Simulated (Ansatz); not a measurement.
# A thicker film of AlN (10-10) from two thinner ones

In a field along its normal an insulating film takes a dipole p. Written as a length, p/(ε₀AE), it should grow by 1 − 1/ε for each ångström added.

How it was computed: Ansatz 0.2.0, plane waves with PAW datasets (its set soft_2), PBE; wurtzite films relaxed at a bulk in-plane lattice constant near the measured one, then held in weak fields of both signs with a dipole correction (A is the cell's area, E the outer field).

| run | distance between the outer atoms (Å) | p/(ε₀AE) (Å) |
| --- | --- | --- |
| 3 units | 6.292 | 7.283 |
| 4 units | 9.014 | 9.396 |
| 6 units | 14.459 | ? |

**Question.** What value belongs in the row marked “?”, and how far can the other rows tell?

Two rows fix a line: slope = (9.396 − 7.283) / (9.014 − 6.292) = 0.7763, intercept 2.3985. That slope means ε = 1/(1 − 0.7763) = 4.47. At 14.459 it gives 0.7763 × 14.459 + 2.3985 = 13.623 Å, beyond the rows fitted. Rounding of the rows alone allows about ±0.004 Å there; two rows can't show whether the line holds.

The run itself gives 13.620 Å: a miss of −0.003 Å, or 0.0 % of the value. The length is met to within 1 %, though ε is more sensitive than the length: the two thickest films give ε = 4.46.

**Limits.** This is the electronic response alone. A unit is one step of the cut along the normal (a plane, a pair of planes or a cell), and the layers relax along it, away from their bulk spacing where the functional's lattice constant differs from the one held.
